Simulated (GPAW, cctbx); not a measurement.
# Bonding in YGa3Fe2 as X-rays see it

Aim: compute the bonding part of the density of YGa3Fe2, find which reflections carry it, and see how it biases an ordinary refinement.

The start was made by putting kin elements into a known structure type; the compound need not exist, or be stable, in this form. All numbers below are calculated.

**1. Relax the structure**

The density hangs on the geometry, so cell and atoms are relaxed first, with the symmetry held. The cutoff is set higher than for the density because stress converges slowly with plane waves.

Settings: GPAW 26.7.0, PBE, 570 eV, 4×4×4 k-points, Fermi–Dirac width 0.1 eV, spin-polarised, BFGS to 0.03 eV/Å.

```text
cell
1.0
     0.000000000    0.000000000    4.344000000
     5.213000000    0.000000000    0.000000000
    -2.606500000    4.514590430    0.000000000
Y Ga Fe
1 3 2
Direct
0.000000000 0.000000000 0.000000000
0.500000000 0.000000000 0.500000000
0.500000000 0.500000000 0.500000000
0.500000000 0.500000000 0.000000000
0.000000000 0.666666667 0.333333333
0.000000000 0.333333333 0.666666667
```

```console
$ OMP_NUM_THREADS=1 mpirun -n 4 gpaw python run.py > gpaw.log
```

```text
BFGS:    0      -33.120727        1.063968
BFGS:    1      -33.136521        1.017744
BFGS:    2      -33.254517        0.544833
BFGS:    3      -33.302841        0.244289
...
BFGS:    7      -33.322992        0.110716
BFGS:    8      -33.325501        0.044876
BFGS:    9      -33.325902        0.007687
cell  4.0584 5.3008 5.3008  120.00 90.00 90.00
volume 98.755 A^3, largest force 0.000 eV/A, largest stress 0.07 GPa
```

After 9 steps the volume has changed by -3.4 % and the energy by -0.205 eV; the largest stress left is 0.07 GPa. It took 2.6 min on 4 cores of Arm Neoverse V1 (shared host), peak memory 1.1 GiB.

Relaxed structure: P6/mmm (no. 191), a = 5.3008 Å, b = 5.3008 Å, c = 4.0584 Å, α = 90.00°, β = 90.00°, γ = 120.00°.

```csv
atom,mult.,x,y,z
Y1,1,0,0,0
Ga1,3,0,1/2,1/2
Fe1,2,2/3,1/3,0
```

**2. Density and charge transfer**

X-rays see the whole electron density, so the PAW density is rebuilt with its core regions. Subtracting spherical free atoms from the same code cancels the cores and leaves the deformation density Δρ, the part due to bonding.

Settings: PBE, 450 eV, 6×5×5 k-points (along the axes of the calculation cell), Fermi–Dirac width 0.1 eV, spin-polarised; primitive cell of 6 atoms.

```console
$ OMP_NUM_THREADS=1 mpirun -n 4 gpaw python run.py > gpaw.log
```

```text
|iter:   1|       0s |  -34.756681 | +0.06 |       |  +6.0201|
|iter:   2|       1s |  -33.572615 | -1.35 | -0.68 |  +5.8771|
|iter:   3|       2s |  -33.194834 | -1.88 | -0.86 |  +5.6636|
...
|iter:  12|      15s |  -33.187272c| -6.58 | -3.86 |  +3.9973|
|iter:  13|      16s |  -33.187242c| -7.31 | -4.33c|  +3.9965|
|iter:  14|      17s |  -33.187238c| -7.88c| -4.72c|  +3.9961|
```

```text
grid (40, 54, 54)  electrons 184.000  moved by bonding 0.927 e
deformation density beyond 0.5 A of the nuclei: max 0.198, min -0.076 e/A^3
atom        x       y       z   Voronoi charge  moment
Y 1    0.0000  0.0000  0.0000      0.289       0.01
Ga2    0.5000  0.0000  0.5000      0.044      -0.04
Ga3    0.5000  0.5000  0.5000      0.044      -0.04
Ga4    0.5000  0.5000  0.0000      0.044      -0.04
Fe5    0.0000  0.6667  0.3333     -0.210       1.98
Fe6    0.0000  0.3333  0.6667     -0.210       1.98
mean inner potential of superposed free atoms 22.815 V
total magnetic moment 3.996 muB
```

Deformation density in a plane through the shortest contact of the Ga atom at the origin, in 0.01 e/Å³ (clipped at ±99); x from -1.6 to 4.1 Å, y from 2.4 down to -2.4 Å:

```text
  1   3   .   .   4   2   3   2   1   1   1  -1  -2  -3  -1   .
  0   1   8  10   5   2   3   2   1   1   1   1  -1  -3   1  -3
  0  -1  -1   1   3   2   2   1   1   2   3   2   0  -1  -2  -1
  2   2   2   3   2   2   2   2   2   3   2   1   1   0  -1  -2
  1   3   3  -1  -4  -4  -1   2   3   3   2   0   1   0   1   0
  0   3   0  -6   .  -6  -5   2   3   4  15   .   5   1   1   2
  2   3  -3  -4   .   .  -5   2   2   2   .   .   0   1   2   3
  3   3  -2  -7   .  -6  -3   3   2  -1  10   .  12   3   3   2
  2   2   0  -3  -4  -2   2   3   2  -1  -1   0   2   2   3   2
  3   2   2   2   2   3   2   2   2   1   1   2   3   2   2   2
  2   1   2   3   2   2   0  -1   0   2   3   2  -2  -4  -2   1
  1   1   3   3   3  12   .   6  -1   2   2  -3  -5  -4  -7  -1
  1   2   3   2   2   .   .   .   1   2   1  -6   .   .  -6  -1
```

Atoms in or within 0.15 Å of the plane: Ga (3.2, -2.4), Ga (0.0, 0.0), Fe (0.7, -2.4), Fe (2.5, 0.0), Fe (-0.7, 2.4) Å. Dots mark points within about 0.45 Å of a nucleus; large values next to them are atomic features.

Fe gains most (-0.21 e) and Y loses most (+0.29 e), as electronegativity suggests. Along the shortest contact from the Ga atom at the map's origin, Ga–Fe at 2.54 Å, Δρ is +0.03 e/Å³ at the midpoint; the highest value on the line, +0.04, lies at the edge of the range, 0.5 Å from Fe, and is an atomic rather than a bond feature: little piles up between the atoms. At the midpoints of other shortest contacts it is +0.01 (Ga–Ga, 2.65 Å), 0.00 (Y–Fe, 3.06 Å), +0.02 (Fe–Fe, 3.06 Å) and 0.00 (Y–Ga, 3.34 Å) e/Å³. Point values carry grid noise of about 0.01 e/Å³. The cell's moment is 4.00 μB; the largest inside an atomic sphere is 1.98 μB. The run needed 14 iterations, 25 s.

**3. Structure factors**

The Fourier components of Δρ, added to those of the free atoms, give the static X-ray structure factors; the Mott–Bethe relation turns them into the Fourier components V of the potential that fast electrons feel.

```text
static structure factors of the conventional cell: F in electrons, V (Mott-Bethe) in volts
   h  k  l      d  |F| table  |F| free   |F| DFT   change   |V| free  |V| DFT  change %
   1  0  0  4.5906    16.796    16.785    17.097    0.312     1.189    0.883    -25.7
   0  0  1  4.0584     3.586     3.565     3.065   -0.500     1.196    0.814    -31.9
   1  0  1  3.0406    37.144    37.205    37.057   -0.147     2.916    2.979      2.2
   1  1  0  2.6504    46.692    46.551    46.618    0.066     4.385    4.363     -0.5
   2  0  0  2.2953    83.335    83.259    83.029   -0.230     5.561    5.617      1.0
   1  1  1  2.2191    91.962    91.675    91.576   -0.100     6.931    6.954      0.3
   0  0  2  2.0292   135.553   135.071   134.656   -0.416     9.351    9.430      0.8
   2  0  1  1.9979    59.398    59.042    58.861   -0.181     3.883    3.916      0.9
   1  0  2  1.8560    12.547    12.347    12.180   -0.168     0.904    0.931      3.0
   2  1  0  1.7351    12.061    11.854    11.810   -0.044     0.859    0.865      0.7
   1  1  2  1.6112    37.781    37.755    37.776    0.021     2.680    2.678     -0.1
   2  1  1  1.5954    30.699    30.687    30.692    0.006     1.573    1.572     -0.0
   3  0  0  1.5302    36.711    36.710    36.742    0.032     2.531    2.528     -0.1
   2  0  2  1.5203    71.158    70.938    70.941    0.003     3.761    3.761     -0.0
```

The largest X-ray change is -0.50 e on 001, 14.0 % of |F|. For electrons V goes as (Z − F)/g², so a change of F counts against Z − F, which is small at low angle and wherever the atoms' terms cancel: |V| of 001 moves by -31.9 % (1.20 to 0.81 V) against -14.0 % in |F|. The last three rows change by 0.03 e or less, against 0.50 e at the top: the effect is concentrated at low angle. The tabulated Hartree–Fock atoms differ from the free DFT atoms by up to 0.48 e, so the choice of reference atom matters too.

**4. Which functional?**

The same geometry is run with other functionals, to see whether the bonding signal is larger than the spread between approximations. Free atoms are LDA for LDA and PBE otherwise; meta-GGAs and hybrids keep PBE cores. Any other changed setting is in the row's label.

| run | ΔF 001 (e) | ΔF 002 (e) | ΔF 100 (e) | q(Fe) (e) | moved (e) | time |
| --- | --- | --- | --- | --- | --- | --- |
| PBE | -0.500 | -0.416 | +0.312 | -0.210 | 0.927 | 25 s |
| LDA | -0.525 | -0.397 | +0.329 | -0.226 | 0.913 | 27 s |
| r2SCAN | -0.368 | -0.436 | +0.322 | -0.168 | 1.045 | 69 s |

At the base's settings ΔF(001) spans -0.525 to -0.368 e, a spread of 31 % of the PBE value; over the three listed reflections the spread is at most 31 %, so the sign holds and the size hangs on the functional. The magnetic state differs between the runs (cell moments PBE 4.00, LDA 3.44, r2SCAN 4.91 μB), and that enters the spread. Times are from shared hosts.

**5. What a spherical-atom refinement makes of it**

Routine crystallography fits spherical atoms. To see the bias, intensities are simulated from tabulated atoms plus the DFT change ΔF, so that bonding alone can misfit (3340 reflections of the full sphere, merged to the counts below, to 0.5 Å, 1.5 % proportional noise plus counting noise, assumed isotropic U as listed, Δρ smeared by the mean U) and refined with cctbx over different ranges.

```csv
range,data,R1,GooF,U Y1 (true 0.0069),U Ga1 (true 0.0075),U Fe1 (true 0.008),largest shift (Å),"Δρ max, min (e/Å³)"
all data,205,0.0042,1.02,0.0069,0.0075,0.0080,0.0000,"0.18, -0.24"
"low resolution, d > 0.84",53,0.0035,1.14,0.0069,0.0074,0.0080,0.0000,"0.13, -0.13"
"high order, d < 0.75",133,0.0047,0.97,0.0068,0.0074,0.0079,0.0000,"0.16, -0.14"
"occupancies free, d > 0.7",85,0.0035,1.08,0.0069,0.0074,0.0081,0.0000,"0.12, -0.13"
```

With all data GooF is 1.02, so at this noise the bonding hardly shows; the top residual peak, near noise level, lies 1.18 Å from Fe and 1.49 Å from Ga, between them. No U is off by more than 3 s.u. at low resolution. Symmetry fixes every coordinate, so the shifts are zero by construction. With Y1 held at 1 and the scale free, the other occupancies refine to Ga1 0.998(0.001) and Fe1 1.002(0.002), within three s.u. of full.

**6. Answer**

Bonding moves 0.93 e in the primitive cell of YGa3Fe2 and changes the structure factors of the conventional cell in the table above by at most 0.50 e (001, 14.0 %). The shortest bond, Ga–Fe, has Δρ = +0.03 e/Å³ at its midpoint. At the base's settings ΔF(001) spans -0.525 to -0.368 e, a spread of 31 % of the PBE value; over the three listed reflections the spread is at most 31 %, so the sign holds and the size hangs on the functional. With all data GooF is 1.02, so at this noise the bonding hardly shows. Limits: static density, frozen cores, no spin–orbit coupling; a ferromagnetic start is the only order tried, and the real ground state may be antiferromagnetic or insulating.

[Outputs are excerpts: Python notices, other lines and further rows are left out; steps that failed or that the build refused (PBEsol, TPSS) are not shown.]

[Logs are printed without paths, hosts, clocks, repeated set-up lines and the standing remarks that a program may print on its own settings, such as how far it seeks lower states.]
